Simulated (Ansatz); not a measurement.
# Where Au_Al puts its levels in the gap of AlN (F-43m), part 2 of 2

Charge states of Au_Al in AlN (F-43m), set against the band edges. Model: a cell of 54 host atoms with 1 Al taken out and 1 Au put in.

Ansatz; place-levels on r2SCAN runs: charge-transition levels and formation energies with image-charge correction and potential alignment at the atomic sites; PAW set soft_1.

So far: Starting point; What was run first; place-levels, r2SCAN.

## Step 3: place-levels, r2SCAN (continued)

Levels between the charges placed, in eV above the valence top:

|  | gap (eV) | (+1/0) | (0/−1) | (−1/−2) |
| --- | --- | --- | --- | --- |
| r2SCAN | 3.92 | 0.91 | 1.77 | 2.58 |

Corrections by state:

| charge | moment (μB) | image terms and alignment (eV) | band filling (eV) | ε used | over the lowest of its charge, as the program ranks them, band filling apart (eV) |
| --- | --- | --- | --- | --- | --- |
| +1 | 3.0 | 0.714 | - | 8.51 | 0.000 |
| 0 | 2.0 | 0.000 | - | - | 0.000 |
| −1 | 1.0 | -0.180 | - | 8.51 | 0.000 |
| −2 | 0.0 | 0.155 | - | 8.51 | 0.000 |
| +1 | 1.0 | 0.707 | - | 8.51 | 0.166 |
| 0 | 0.0 | 0.000 | - | - | 0.240 |

The charged structures listed were also run neutral, and place-levels reads from each pair, by the potential or the spins, how wide the charge is by which they differ; that can be the carrier of either run.

| charge | rms radius (Å) | spread where it is widest against the cell (Å) | wide from (Å) | reading |
| --- | --- | --- | --- | --- |
| +1 | 1.4 | 0.82 | 1.31 | narrow |
| −1 | 2.0 | 1.17 | 1.31 | narrow |
| −2 | 2.0 | 1.18 | 1.31 | narrow |

The neutral runs of these pairs need not share the spin of the lowest neutral state, and very wide values only mean spread over the cell.

From the program's caveats on the states, each cut to its opening words:

- charge +1 (3 μB), 0 (2 μB), −1 (1 μB), +1 (1 μB): flagged: stability check not made
- charge 0 (2 μB): its alignment with the host at atomic sites is doubtful: the mean over the far sites moves by +0.1163 eV from their farther parts to their nearer, more than [...]
- charge −1 (1 μB): its alignment with the host at atomic sites is doubtful: the mean over the far sites moves by +0.2755 eV from their farther parts to their nearer, more than [...]
- charge −1 (1 μB): the host's ions (past the first shell or, of a walk that freed a part, those that it held) aren't shown at rest: they stand up to 0.034 Å off their sites, 0.50 [...]
- charge −2: it parts from the run that its charge is read beside by 2 carriers, of which the mean alone is read, by its potential at epsilon 4.64, taken for that of held [...]
- charge −2: its alignment with the host at atomic sites is doubtful: the mean over the far sites moves by +0.4358 eV from their farther parts to their nearer, more than [...]
- charge 0: its alignment with the host at atomic sites is doubtful: the mean over the far sites moves by +0.1018 eV from their farther parts to their nearer, more than [...]
- charge 0: its sublattices stand up to 0.0042 Å off the host's, which by the two runs' forces adds about +0.01 eV to its energy against the host's, and moves the band [...]

The host's formation energy from the elements is -1.603 eV per atom; it sets how far the chemical potentials can move.

Limit set by the element alone; other compounds of these elements are not counted. Chemical potentials from the elements' reference states: Al 0.00 eV, N -3.21 eV, Au 0.00 eV. Formation energy by charge state (Al-rich; gap 3.92 eV):

| charge | at valence top (eV) | at conduction bottom (eV) | correction included (eV) |
| --- | --- | --- | --- |
| +1 | 7.54 | 11.46 | 0.71 |
| 0 | 8.46 | 8.46 | 0.00 |
| −1 | 10.22 | 6.31 | -0.18 |
| −2 | 12.80 | 4.97 | 0.16 |

(Fermi level (eV), lowest formation energy (eV)): (0.00, 7.54), (0.36, 7.90), (0.71, 8.26), (1.07, 8.46), (1.42, 8.46), (1.78, 8.44), (2.14, 8.09), (2.49, 7.73), (2.85, 7.10), (3.21, 6.39), (3.56, 5.68), (3.92, 4.97)

Limit set by the element alone; other compounds of these elements are not counted. Chemical potentials from the elements' reference states: N 0.00 eV, Al -3.21 eV, Au 0.00 eV. Formation energy by charge state (N-rich; gap 3.92 eV):

| charge | at valence top (eV) | at conduction bottom (eV) | correction included (eV) |
| --- | --- | --- | --- |
| +1 | 4.34 | 8.26 | 0.71 |
| 0 | 5.25 | 5.25 | 0.00 |
| −1 | 7.02 | 3.10 | -0.18 |
| −2 | 9.60 | 1.76 | 0.16 |

(Fermi level (eV), lowest formation energy (eV)): (0.00, 4.34), (0.36, 4.70), (0.71, 5.05), (1.07, 5.25), (1.42, 5.25), (1.78, 5.24), (2.14, 4.88), (2.49, 4.52), (2.85, 3.90), (3.21, 3.18), (3.56, 2.47), (3.92, 1.76)

## Step 4: The same at the relaxations' own k-points

The relaxations' own energies give the levels at their sampling, for comparison.

The input, levels.relax_mesh.yaml:

```yaml
host:
  run: host.relax.run
states: [qm2.relax.run, qm1_M1.relax.run, q0.relax.run, q0_M2.relax.run, qp1_M1.relax.run, qp1_M3.relax.run]
chemical_potentials:
  Al:
    energy: -540.418346
    dataset: <sha256 of the dataset>
  Au:
    energy: -13165.138693
    dataset: "<sha256 of the dataset>"
```

Launch:

```
> ansatz place-levels levels.relax_mesh.yaml -- --threads 4 --pin off --max-ram 7536MiB
```

Log:

```text
(+1/0) 0.956 eV above the valence edge, 2.914 eV under the conduction edge
(0/-1) 1.981 eV above the valence edge, 1.890 eV under the conduction edge
(-1/-2) 2.677 eV above the valence edge, 1.193 eV under the conduction edge
formation energy of charge +1: +7.034 eV with the Fermi level at the valence edge
formation energy of charge 0: +7.990 eV with the Fermi level at the valence edge
formation energy of charge -1: +9.971 eV with the Fermi level at the valence edge
formation energy of charge -2: +12.648 eV with the Fermi level at the valence edge
  edges by r2scan, gap 3.870 eV; the host is sampled to repeats of 9.27 Å
[... the lines on each state left out ...]
```

Wall time 0.15 s (4 threads of Arm Neoverse V2, shared host).

Levels between neighbouring charges, in eV above the valence top:

|  | gap (eV) | (+1/0) | (0/−1) | (−1/−2) |
| --- | --- | --- | --- | --- |
| one point at (¼, ¼, ¼) | 3.87 | 0.96 | 1.98 | 2.68 |
| a 2×2×2 shifted mesh | 3.92 | 0.91 | 1.77 | 2.58 |

Going from one point at (¼, ¼, ¼) to a 2×2×2 shifted mesh moves the levels that carry no band-filling term by up to 0.21 eV and formation energies against the elements by up to 0.51 eV.

## Step 5: Outcome

```json
{"gap of the host": "3.92 eV (r2SCAN)", "level (plus 1/0)": "0.91 eV above the valence top", "level (0/minus 1)": "1.77 eV above the valence top", "level (minus 1/minus 2)": "2.58 eV above the valence top", "lowest of the charges placed, just above the valence top (0.02 eV)": "+1", "lowest of the charges placed, just below the conduction bottom (0.02 eV)": "−2", "lowest formation energy at mid-gap of the charges run, Al-rich": "8.27 eV", "lowest formation energy at mid-gap of the charges run, N-rich": "5.06 eV"}
```

In words: Of the charges placed (−2, −1, 0 and +1), the lowest changes at 0.91 eV (+1/0), 1.77 eV (0/−1) and 2.58 eV (−1/−2) above the valence top, in a gap of 3.92 eV. Charges above +1 and below −2 were not placed, so these runs say nothing of levels that involve them. States placed: +1 at 3 μB and 1 μB; 0 at 2 μB and 0 μB; −1 at 1 μB; −2 at 0 μB. Other spin states or structures, where not listed, weren't placed. Au is taken at its element; compounds, which aren't counted here, bound the chemical potentials and would shift these formation energies. Going from one point at (¼, ¼, ¼) to a 2×2×2 shifted mesh moves the levels that carry no band-filling term by up to 0.21 eV and formation energies against the elements by up to 0.51 eV. The program doubts the alignment of potentials for at least one state, a sign that the cell is small. What this leaves open: r2SCAN makes the gap too small and tends to spread out bound carriers; where a gas molecule sets a chemical potential or the host's formation energy, its binding is uncorrected; spin–orbit coupling, which can matter with heavy atoms, is left out; force components of up to 0.35 eV/Å remain in a run at the final settings.

[Logs are printed without paths, hosts, clocks, repeated set-up lines and the standing remarks that a program may print on its own settings, such as how far it seeks lower states.]

[Hosts, paths, dates, database ids (printed as entryN), source tags and the programs' standing remarks are cut or masked in the printed files.]

[Where a table of states has a column of steps, it counts the stored structures, which are thinned; the runs took as many ionic steps or more.]

[A defect's name tells the site on which it was built; relaxed atoms can leave that site.]

[For some hosts the program warned that the k-mesh of the response run may be too coarse for force constants and the static dielectric constant; such warnings are not shown here.]
